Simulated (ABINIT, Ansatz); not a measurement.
# SnPbSe3 (Pm-3m): zone-centre phonons, part 4 of 4

Wanted: the vibrations of SnPbSe3 (Pm-3m) at Γ, by two programs.

ABINIT 10.8.3; DFT LDA, scalar-relativistic, plane waves, HGH norm-conserving pseudopotentials.

So far. Step 4 (Linear response at Γ): The acoustic modes at Γ come out as far as 1.8 cm⁻¹ from zero, where they should vanish, a small numerical error. The lowest optical mode is imaginary, 117i cm⁻¹, an instability at this level and on this k mesh. Step 5 (Zone-centre analysis): The rule moves no optical mode by more than 0.1 cm⁻¹.

The structure was built from a prototype and need not be the compound's stable phase.

### 6. A second program

The same cell goes through another code, with its own cutoff. The potentials differ.

This step: DFT LDA, scalar-relativistic, plane waves, PseudoDojo norm-conserving pseudopotentials (Ansatz 0.2.0).

File input.yaml:

```yaml
crystal:
  lattice:
    - [5.2702502674, 0.0, 0.0]
    - [0.0, 5.2702502674, 0.0]
    - [0.0, 0.0, 5.2702502674]
  atoms:
    - { symbol: Sn, position: [0.0, 0.0, 0.0] }
    - { symbol: Pb, position: [0.5, 0.5, 0.5] }
    - { symbol: Se, position: [0.5, 0.5, 0.0] }
    - { symbol: Se, position: [0.5, 0.0, 0.5] }
    - { symbol: Se, position: [0.0, 0.5, 0.5] }
kpoints:
  mp_grid: { grid: [6, 6, 6] }
hamiltonian:
  xc: lda
  pseudopotentials: { kind: nc, accuracy: standard }
scf:
  occupations: { method: fermi_dirac, width: 0.27211 }
output:
  eigenvalues: true
phonons:
  method: dfpt
```

On the command line:

```sh
> ansatz run input.yaml --threads 4 --pin off --max-ram 8192MiB --backend cpu --events-out ev --progress --plain --runs-dir out
```

The log of the run:

```text
band count auto-derived: 50 (N_el = 76.0; filled up to band 38; 46 by the electrons, moments and atoms)
zone centre: on kpoints.mp_grid the ground state, and the responses unless they are solved on pairs of k-points, stand on 64 of the mesh's 216 k-points, reduced under 8 symmetry operations, with k and −k counted as one. Each operation leaves every solved displacement unchanged or reverses it
Engine: ansatz 0.2.0, aarch64-unknown-linux-gnu
Pseudopotentials: kind: nc
Pseudopotential: Sn, nc, valence charge 14, recommended cutoff 979.609905 eV (normal), Sn.nc.azcp (PseudoDojo's, or run here from an input of PseudoDojo's; its table is named by hamiltonian.pseudopotentials.accuracy)
Pseudopotential: Pb, nc, valence charge 14, recommended cutoff 761.918815 eV (normal), Pb.nc.azcp (PseudoDojo's, or run here from an input of PseudoDojo's; its table is named by hamiltonian.pseudopotentials.accuracy)
Pseudopotential: Se, nc, valence charge 16, recommended cutoff 1170.089609 eV (normal), Se.nc.azcp (PseudoDojo's, or run here from an input of PseudoDojo's; its table is named by hamiltonian.pseudopotentials.accuracy)
Functional definition: SPW92
  exchange = slater_x
  correlation = pw_c
Crystal: 5 atoms, lattice volume = 146.384 Å³
Basis set: ecut = 1170.089609 eV, 13301 PW (Γ), exchange–correlation on 120×120×120 points (8 copies of the dense FFT grid, shifted against one another)
Bands: 50, of which v1, the nominal top of the filled ones, is band 38 counted from 1 (37 counted from 0)
Symmetry: 48 space group operations
k-points: 64 of 216 (irreducible under 8 space group operations)
Non-local potential: Sn, projectors of the file, l = 0: 2, l = 1: 2, l = 2: 2
Non-local potential: Pb, projectors of the file, l = 0: 2, l = 1: 2, l = 2: 2
Non-local potential: Se, projectors of the file, l = 0: 2, l = 1: 2, l = 2: 2
Initial density: superposition of atomic densities (chi_scale 0.1, normalization cell, long waves kept (reshape's long-wave potential 0.02 eV rms))
Initial wavefunctions: pseudopotential atomic-orbital guess
Functional: x = slater, c = lda
SCF iter   1: F=—  HF=-13941.519227 eV  |F-HF|=—  |Δ(HF+E_count)|=         —  Δρ=2.36e-2  dr2=7.66e-1  ethr=3.10e-3  ⟨swp⟩=8.8  Hψ=13626  notcnv=0
preconditioner: auto → LDOS  [metal: Δε(μ)=0.085 eV  Ē_g=13.380 eV  σ=0.272 eV  W_gap=0.08  n_scr=32 (ndim 8)  ℏωp=18.4 eV  f_vac=0.017  D(μ)=2.91/eV (n_scr^D=18)  β→1.0]
SCF iter   2: F=—  HF=-13941.242151 eV  |F-HF|=—  |Δ(HF+E_count)|=   2.77e-1  Δρ=1.01e-2  dr2=8.59e-2  ethr=1.01e-3  ⟨swp⟩=2.1  Hψ=5574  notcnv=0  defer=2
SCF iter   3: F=—  HF=-13941.213247 eV  |F-HF|=—  |Δ(HF+E_count)|=   2.89e-2  Δρ=2.76e-3  dr2=6.87e-3  ethr=1.13e-4  ⟨swp⟩=2.1  Hψ=4680  notcnv=0  defer=2
SCF iter   4: F=—  HF=-13941.210454 eV  |F-HF|=—  |Δ(HF+E_count)|=   2.79e-3  Δρ=5.91e-4  dr2=3.97e-4  ethr=9.04e-6  ⟨swp⟩=2.0  Hψ=5140  notcnv=0
SCF iter   5: F=—  HF=-13941.210310 eV  |F-HF|=—  |Δ(HF+E_count)|=   1.44e-4  Δρ=1.05e-4  dr2=1.11e-5  ethr=5.22e-7  ⟨swp⟩=2.2  Hψ=5126  notcnv=0
SCF iter   6: F=—  HF=-13941.210306 eV  |F-HF|=—  |Δ(HF+E_count)|=   3.68e-6  Δρ=1.28e-5  dr2=9.61e-8  ethr=1.46e-8  ⟨swp⟩=2.1  Hψ=5536  notcnv=0
SCF iter   7: F=—  HF=-13941.210037 eV  |F-HF|=—  |Δ(HF+E_count)|=   2.69e-4  Δρ=1.95e-6  dr2=2.33e-9  ethr=1.26e-10  ⟨swp⟩=2.4  Hψ=6005  notcnv=0
SCF iter   8: F=—  HF=-13941.210037 eV  |F-HF|=—  |Δ(HF+E_count)|=  3.60e-10  Δρ=5.51e-7  dr2=1.31e-10  ethr=3.07e-12  ⟨swp⟩=2.8  Hψ=5590  notcnv=0
SCF iter   9: F=-13941.210037 eV  HF=-13941.210037 eV  |F-HF|=3.64e-12  |Δ(HF+E_count)|=  6.37e-11  Δρ=6.36e-8  dr2=3.64e-12  ethr=1.00e-12  ⟨swp⟩=11.6  Hψ=20334  notcnv=0
SCF 1 converged in 9 iterations: F = -13941.210037 eV  dr2 = 3.64e-12
DFPT response loops at Γ: preconditioner auto → Kerker (q_TF=auto, 2.446 Å⁻¹) (partly filled bands, converged f_vac=0.019); β = 1.00, the filter's whole step (`scf.mixing.beta` (0.50) is not read by the response loops under this deck's `scf.mixing.preconditioner`; to damp them name `kerker` or `kerker_dos`, under which they read `scf.mixing.beta`, and type it under 1.00, their step now; both keys bind the ground state too); Broyden in place of MSR1
SCF converged after 9 iterations
Free energy (F): -13941.210037 eV
Harris-Foulkes:  -13941.210037 eV  (|F-HF|=3.64e-12)
Internal energy: -13940.475078 eV  (E = F + TS)
E sigma→0 (E₀):  -13940.842557 eV
Entropy (-TS):   -0.734960 eV (-146.992 meV/atom)
Fermi energy:    7.701269 eV
--- Per-component energies (eV) ---
  E_band       = -1361.559781
  E_kinetic    = 8606.997239
  E_local      = -11071.366359  (includes V_loc(G=0)·N_el)
  E_nonlocal   = -5151.383448
  E_hartree    = 4142.382504
  E_xc         = -3073.335176
  E_vxc        = -2030.572328  (∫ρ·V_xc dr)
  E_ewald      = -7393.769837
  E_smearing   = -0.734960  (= −TS)
  E_closure    = 0.000000  (closes the sum)
  Σ components = -13941.210037   (vs F -13941.210037, Δ=0.00e0)
--- Band table (eV; the first three rows and the last of 64) ---
  k-point 0: bands = [... 34 lower, 6.3580, 6.3580, 6.7155, 6.7155, 6.7155, 10.1994, 10.1994, 10.1994, ... 8 higher]
  k-point 1: bands = [... 34 lower, 6.2585, 6.5975, 6.6781, 6.6781, 6.7649, 9.5968, 9.9890, 9.9890, ... 8 higher]
  k-point 2: bands = [... 34 lower, 5.9335, 6.3855, 6.7452, 6.7452, 7.8764, 8.5499, 9.6308, 9.6308, ... 8 higher]
  k-point 63: bands = [... 34 lower, 7.2400, 7.9023, 7.9023, 7.9023, 10.1191, 10.1191, 10.1191, 10.3719, ... 8 higher]
--- Phonons (Γ-DFPT): 4 representative perturbations + reference, on 64 of 216 k-points (Σ response iterations 12) ---
  k mesh reduced under 8 symmetry operations, with k and −k counted as one. Each operation leaves every solved displacement unchanged or reverses it
  ASR residual: 2.580e-4 → 0.000e0 eV/Å²; symmetrization residual: 2.259e-4 eV/Å²
  ASR residual per site (eV/Å²): 4.08e-5 2.58e-4 4.54e-5 4.54e-5 4.54e-5
  Γ frequencies (cm⁻¹): -116.17 -116.17 -116.17 -88.28 -88.28 -88.28 -41.05 -41.05 -41.05 0.00 0.00 0.00 235.94 235.94 235.94
  non-analytic LO–TO correction: not included (Born effective charges unavailable; polar crystals: no LO–TO splitting at Γ)
```

Elapsed: 3.5 min, on 4 threads of Arm Neoverse V1, shared host; peak memory 4.7 GiB.

Read from the output:

- sum-rule residual before enforcement: 2.58e-4 eV/Å²
- highest optical zone-centre mode (no LO-TO term): 235.9 cm⁻¹
- lowest optical zone-centre mode: -116.2 cm⁻¹

### 7. The two compared: ABINIT HGH and Ansatz, PseudoDojo

Numbers from this step:

```yaml
root_mean_square_difference: 11.75 cm⁻¹
largest_difference: 23.4 cm⁻¹
```

Optical modes, paired by symmetry label. Frequencies side by side, by row:

```
q (reciprocal lattice)  mode  ABINIT HGH (cm⁻¹)  Ansatz, PseudoDojo (cm⁻¹)
                 0 0 0     1             -116.9                     -116.2
                 0 0 0     2             -116.9                     -116.2
                 0 0 0     3             -116.9                     -116.2
                 0 0 0     4              -89.1                      -88.3
                 0 0 0     5              -89.1                      -88.3
                 0 0 0     6              -89.1                      -88.3
                 0 0 0     7              -42.9                        -41
                 0 0 0     8              -42.9                        -41
                 0 0 0     9              -42.9                        -41
                 0 0 0    13              212.5                      235.9
                 0 0 0    14              212.5                      235.9
                 0 0 0    15              212.5                      235.9
```

At the zone centre the largest difference (acoustic modes at Γ apart) is 11 % of the highest mode.

### 8. Results

```yaml
space_group_after_relaxation: Pm-3m
volume_per_atom: 29.3 Å³
highest_optical_zone_centre_mode_no_lo_to_term: 212.5 cm⁻¹
lowest_optical_zone_centre_mode: -116.9 cm⁻¹
imaginary_optical_modes_at_the_zone_centre_no_q_mesh_in_this_session: yes
largest_difference_from_ansatz_pseudodojo: 23.4 cm⁻¹
```

What this shows: At the LDA level the optical modes of SnPbSe3 (Pm-3m) at the zone centre run from 117i to 212 cm⁻¹, so the structure is a saddle point, with 9 modes beyond 10i cm⁻¹ there. On other potentials, and in a cell that was not relaxed for them, the second run differs strongly on some modes. The base run prints -0.85 GPa, mostly the error of a finite basis; the relaxation, with a smoothed and higher cutoff, had brought the cell to rest. ABINIT HGH and Ansatz, PseudoDojo differ by 11.8 cm⁻¹ in the root mean square and by 23.4 cm⁻¹ at most, 11.0 % of the highest mode compared (acoustic modes at Γ left out); the two use different potentials, and the cell was not relaxed for the second set. These are harmonic frequencies: anharmonic shifts and widths and the lattice's thermal expansion are left out. The Fermi-Dirac smearing of 0.01 Ha is an electronic temperature of 3158 K, which adds a pressure of its own and can shift the volume and soft modes. Spin-orbit coupling is left out, which can matter for the heavy elements here. The HGH files keep few electrons and have no core correction, which is cheap but rough for Pb and Sn. In a metal the frequencies hang on the k mesh and the smearing, most of all near Kohn anomalies. The structure is a hypothetical one, built on a prototype.

[Host names and launcher messages were left out of these logs when they were recorded.]

[Logs are printed without paths, hosts, clocks, repeated set-up lines and the standing remarks that a program may print on its own settings, such as how far it seeks lower states.]

[Hosts, paths, dates, database ids (printed as entryN), source tags and the programs' standing remarks are cut or masked in the printed files.]
